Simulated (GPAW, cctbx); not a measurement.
## CaTi2Si2: deformation density and structure factors from DFT

Aim: compute the bonding part of the density of CaTi2Si2, find which reflections carry it, and see how it biases an ordinary refinement.

The cell comes from substitution in a known structure type and wasn't matched to any measured phase. All numbers below are calculated.

**1. Relax the structure**

The density hangs on the geometry, so cell and atoms are relaxed first, with the symmetry held. The cutoff is set higher than for the density because stress converges slowly with plane waves.

Settings: GPAW 26.7.0, PBE, 570 eV, 5×5×5 k-points, Fermi–Dirac width 0.1 eV, BFGS to 0.03 eV/Å.

```text
cell
1.0
     4.317000000    0.000000000    0.000000000
     0.000000000    4.317000000    0.000000000
    -2.158500000   -2.158500000    5.004500000
Ti Ca Si
2 1 2
Direct
0.750000000 0.250000000 0.500000000
0.250000000 0.750000000 0.500000000
0.000000000 0.000000000 0.000000000
0.637700000 0.637700000 0.275400000
0.362300000 0.362300000 0.724600000
```

```console
$ OMP_NUM_THREADS=1 mpirun -n 4 gpaw python run.py > gpaw.log
```

```text
BFGS:    0      -27.656774        1.891959
BFGS:    1      -27.820564        1.628847
BFGS:    2      -28.267669        0.902385
BFGS:    3      -28.289238        0.839433
...
BFGS:   10      -28.618588        0.225467
BFGS:   11      -28.621538        0.089712
BFGS:   12      -28.622439        0.017883
cell  4.1555 4.1555 6.3605  109.07 109.07 90.00
volume 97.412 A^3, largest force 0.011 eV/A, largest stress 0.15 GPa
```

After 12 steps the volume has changed by +4.4 % and the energy by -0.966 eV; the largest stress left is 0.15 GPa. It took 6.4 min on 4 cores of Arm Neoverse N1 (shared host), peak memory 1.2 GiB.

Relaxed structure: I4/mmm (no. 139), a = 4.1555 Å, b = 4.1555 Å, c = 11.2822 Å, α = 90.00°, β = 90.00°, γ = 90.00°.

```csv
atom,mult.,x,y,z
Ti1,4,1/2,0,1/4
Ca1,2,0,0,0
Si1,4,1/2,1/2,0.1119
```

**2. The all-electron density**

X-rays see the whole electron density, so the PAW density is rebuilt with its core regions. Subtracting spherical free atoms from the same code cancels the cores and leaves the deformation density Δρ, the part due to bonding.

Settings: PBE, 450 eV, 6×6×6 k-points, Fermi–Dirac width 0.1 eV; primitive cell of 5 atoms.

```console
$ OMP_NUM_THREADS=1 mpirun -n 4 gpaw python run.py > gpaw.log
```

```text
|iter:   1|       0s |  -29.194965 | +0.18 |       |
|iter:   2|       2s |  -29.097177 | -1.38 | -1.15 |
|iter:   3|       4s |  -29.028816 | -0.54 | -1.19 |
...
|iter:   9|      16s |  -28.489257c| -5.33 | -3.60 |
|iter:  10|      19s |  -28.489262c| -6.84 | -4.17c|
|iter:  11|      21s |  -28.489267c| -7.62c| -4.78c|
```

```text
gpts.py:43: UserWarning: Initial realspace grid (21,21,32) inconsistent with symmetries.
gpts.py:43: UserWarning: Initial realspace grid (21,21,32) inconsistent with symmetries.
gpts.py:43: UserWarning: Initial realspace grid (21,21,32) inconsistent with symmetries.
gpts.py:43: UserWarning: Initial realspace grid (21,21,32) inconsistent with symmetries.
gpts.py:70: UserWarning: Using symmetrized grid: (32,32,32).
gpts.py:70: UserWarning: Using symmetrized grid: (32,32,32).
gpts.py:70: UserWarning: Using symmetrized grid: (32,32,32).
gpts.py:70: UserWarning: Using symmetrized grid: (32,32,32).
grid (64, 64, 64)  electrons 92.000  moved by bonding 1.031 e
deformation density beyond 0.5 A of the nuclei: max 0.125, min -0.183 e/A^3
atom        x       y       z   Voronoi charge  moment
Ti1    0.2500  0.7500  0.5000      0.086       0.00
Ti2    0.7500  0.2500  0.5000      0.086       0.00
Ca3    0.0000  0.0000  0.0000      0.247       0.00
Si4    0.6119  0.6119  0.2238     -0.210       0.00
Si5    0.3881  0.3881  0.7762     -0.210       0.00
mean inner potential of superposed free atoms 18.436 V
total magnetic moment 0.000 muB
```

Deformation density in a plane through the shortest contact of the Si atom at the origin, in 0.01 e/Å³ (clipped at ±99); x from -1.6 to 4.1 Å, y from 2.4 down to -2.4 Å:

```text
  . -14  -6  -2   0   0  -1  -2  -2  -1   0   0  -2  -6 -14   .
  .   . -10  -4  -1  -1  -2  -2  -2  -2  -1  -1  -4 -10   .   .
-17  -9  -2   0   1   0  -1  -2  -2  -1   0   1   0  -2  -9 -18
 -7  -2   4   5   3   1   0   0   0   0   1   3   5   4  -2  -7
 -1   2   5   4   1  -2  -1   1   1  -1  -2   1   4   5   2  -1
  1   3   1  -3   .  -6  -4   3   3  -4  -6   .  -3   1   3   1
  2   2  -2  -5   .   .  -4   5   5  -4   .   .  -5  -2   2   2
  1   3   1  -3   .  -6  -4   3   3  -4  -6   .  -3   1   3   1
 -1   2   5   4   1  -2  -1   1   1  -1  -2   1   4   5   2  -1
 -7  -2   4   5   3   1   0   0   0   0   1   3   5   4  -2  -7
-18  -9  -2   0   1   0  -1  -2  -2  -1   0   1   0  -2  -9 -17
  .   . -10  -4  -1  -1  -2  -2  -2  -2  -1  -1  -4 -10   .   .
  . -14  -6  -2   0   0  -1  -2  -2  -1   0   0  -2  -6 -14   .
```

Atoms in or within 0.15 Å of the plane: Ti (-1.6, 2.1), Ti (-1.6, -2.1), Ti (4.1, 2.1), Ti (4.1, -2.1), Si (0.0, 0.0), Si (2.5, 0.0) Å. Dots mark points within about 0.45 Å of a nucleus; large values next to them are atomic features.

Si gains most (-0.21 e) and Ca loses most (+0.25 e), as electronegativity suggests. Such charges fall far short of formal ones, since overlapping free atoms already put density on their neighbours. Along the shortest contact from the Si atom at the map's origin, Si–Si at 2.53 Å, Δρ is +0.06 e/Å³ at the midpoint: a modest build-up. At the midpoints of other shortest contacts it is +0.05 (Ti–Si, 2.60 Å), +0.02 (Ti–Ti, 2.94 Å) and 0.00 (Ca–Si, 3.20 Å) e/Å³. Point values carry grid noise of about 0.01 e/Å³. The run needed 11 iterations, 35 s.

**3. From the density to structure factors**

The Fourier components of Δρ, added to those of the free atoms, give the static X-ray structure factors; the Mott–Bethe relation turns them into the Fourier components V of the potential that fast electrons feel.

```text
static structure factors of the conventional cell: F in electrons, V (Mott-Bethe) in volts
   h  k  l      d  |F| table  |F| free   |F| DFT   change   |V| free  |V| DFT  change %
   0  0  2  5.6411    35.700    35.729    36.271    0.542     2.321    1.916    -17.5
   1  0  1  3.8994     1.815     1.832     2.065    0.233     0.317    0.233    -26.3
   1  1  0  2.9384     3.525     3.812     4.447    0.634     0.851    0.722    -15.1
   0  0  4  2.8205    58.517    58.247    57.665   -0.581     3.136    3.245      3.5
   1  0  3  2.7884    50.459    50.518    50.984    0.466     3.331    3.246     -2.6
   1  1  2  2.6060   100.678   100.484   100.224   -0.260     5.862    5.903      0.7
   2  0  0  2.0777   121.747   121.595   120.608   -0.987     6.338    6.438      1.6
   1  1  4  2.0348    66.388    66.231    65.705   -0.526     3.387    3.438      1.5
   1  0  5  1.9830    58.685    58.701    58.348   -0.353     3.092    3.125      1.1
   2  0  2  1.9497    26.212    26.056    25.648   -0.408     1.142    1.179      3.2
   0  0  6  1.8804    47.759    47.620    47.012   -0.608     2.238    2.289      2.3
   2  1  1  1.8337     1.350     1.334     0.932   -0.402     0.109    0.141     29.1
   2  0  4  1.6729    45.173    45.152    45.473    0.322     1.965    1.944     -1.1
   2  1  3  1.6661    40.293    40.294    40.010   -0.284     1.857    1.875      1.0
```

The largest X-ray change is -0.99 e on 200, 0.8 % of |F|. For electrons V goes as (Z − F)/g², and among components above 0.1 V the largest relative change is this: |V| of 211 moves by +29.1 % (0.11 to 0.14 V) against -30.1 % in |F|. The last three rows still change by up to 0.40 e; the table stops while the angles are still low. The tabulated Hartree–Fock atoms differ from the free DFT atoms by up to 0.29 e, so the choice of reference atom matters too.

**4. The functional ladder**

The same geometry is run with other functionals, to see whether the bonding signal is larger than the spread between approximations. Free atoms are LDA for LDA and PBE otherwise. Any other changed setting is in the row's label.

```csv
run,ΔF 200 (e),ΔF 110 (e),ΔF 006 (e),q(Si) (e),moved (e),time
PBE,-0.987,+0.634,-0.608,-0.210,1.031,35 s
LDA,-0.929,+0.588,-0.596,-0.200,0.993,34 s
revPBE,-1.000,+0.637,-0.614,-0.217,1.069,35 s
```

At the base's settings ΔF(200) spans -1.000 to -0.929 e, a spread of 7 % of the PBE value; over the three listed reflections the spread is at most 8 %, so sign and size hold across the functionals. Times are from shared hosts.

**5. What a spherical-atom refinement makes of it**

Routine crystallography fits spherical atoms. To see the bias, intensities are simulated from tabulated atoms plus the DFT change ΔF, so that bonding alone can misfit (4504 reflections of the full sphere, merged to the counts below, to 0.45 Å, 1 % proportional noise plus counting noise, assumed isotropic U as listed, Δρ smeared by the mean U) and refined with cctbx over different ranges.

| range | data | R1 | GooF | U Ti1 (true 0.0079) | U Ca1 (true 0.0081) | U Si1 (true 0.009) | largest shift (Å) | Δρ max, min (e/Å³) |
| --- | --- | --- | --- | --- | --- | --- | --- | --- |
| all data | 375 | 0.0053 | 1.20 | 0.0079 | 0.0081 | 0.0089 | 0.0000 | 0.14, -0.15 |
| low resolution, d > 0.84 | 70 | 0.0052 | 1.78 | 0.0079 | 0.0080 | 0.0087 | 0.0002 | 0.09, -0.07 |
| high order, d < 0.75 | 280 | 0.0055 | 1.00 | 0.0079 | 0.0080 | 0.0089 | 0.0000 | 0.13, -0.14 |
| occupancies free, d > 0.7 | 112 | 0.0047 | 1.52 | 0.0078 | 0.0082 | 0.0089 | 0.0001 | 0.09, -0.10 |

With all data GooF is 1.20, diluted by the many high-angle data; the misfit shows at low resolution; the top residual peak, near noise level, lies 0.51 Å from Ti and 2.35 Å from Si. No U is off by more than 3 s.u. at low resolution. With Ti1 held at 1 and the scale free, the other occupancies refine to Ca1 1.005(0.002) and Si1 1.003(0.002), within three s.u. of full.

**6. Answer**

Bonding moves 1.03 e in the primitive cell of CaTi2Si2 and changes the structure factors of the conventional cell in the table above by at most 0.99 e (200, 0.8 %), and among reflections above 2 % of the strongest by up to 16.6 % (110). The shortest bond, Si–Si, has Δρ = +0.06 e/Å³ at its midpoint. At the base's settings ΔF(200) spans -1.000 to -0.929 e, a spread of 7 % of the PBE value; over the three listed reflections the spread is at most 8 %, so sign and size hold across the functionals. With all data GooF is 1.20, diluted by the many high-angle data. Limits: static density, frozen cores, no spin–orbit coupling.

[Outputs are excerpts: Python notices, other lines and further rows are left out; steps that failed or that the build refused (PBEsol, TPSS) are not shown.]

[Logs are printed without paths, hosts, clocks, repeated set-up lines and the standing remarks that a program may print on its own settings, such as how far it seeks lower states.]
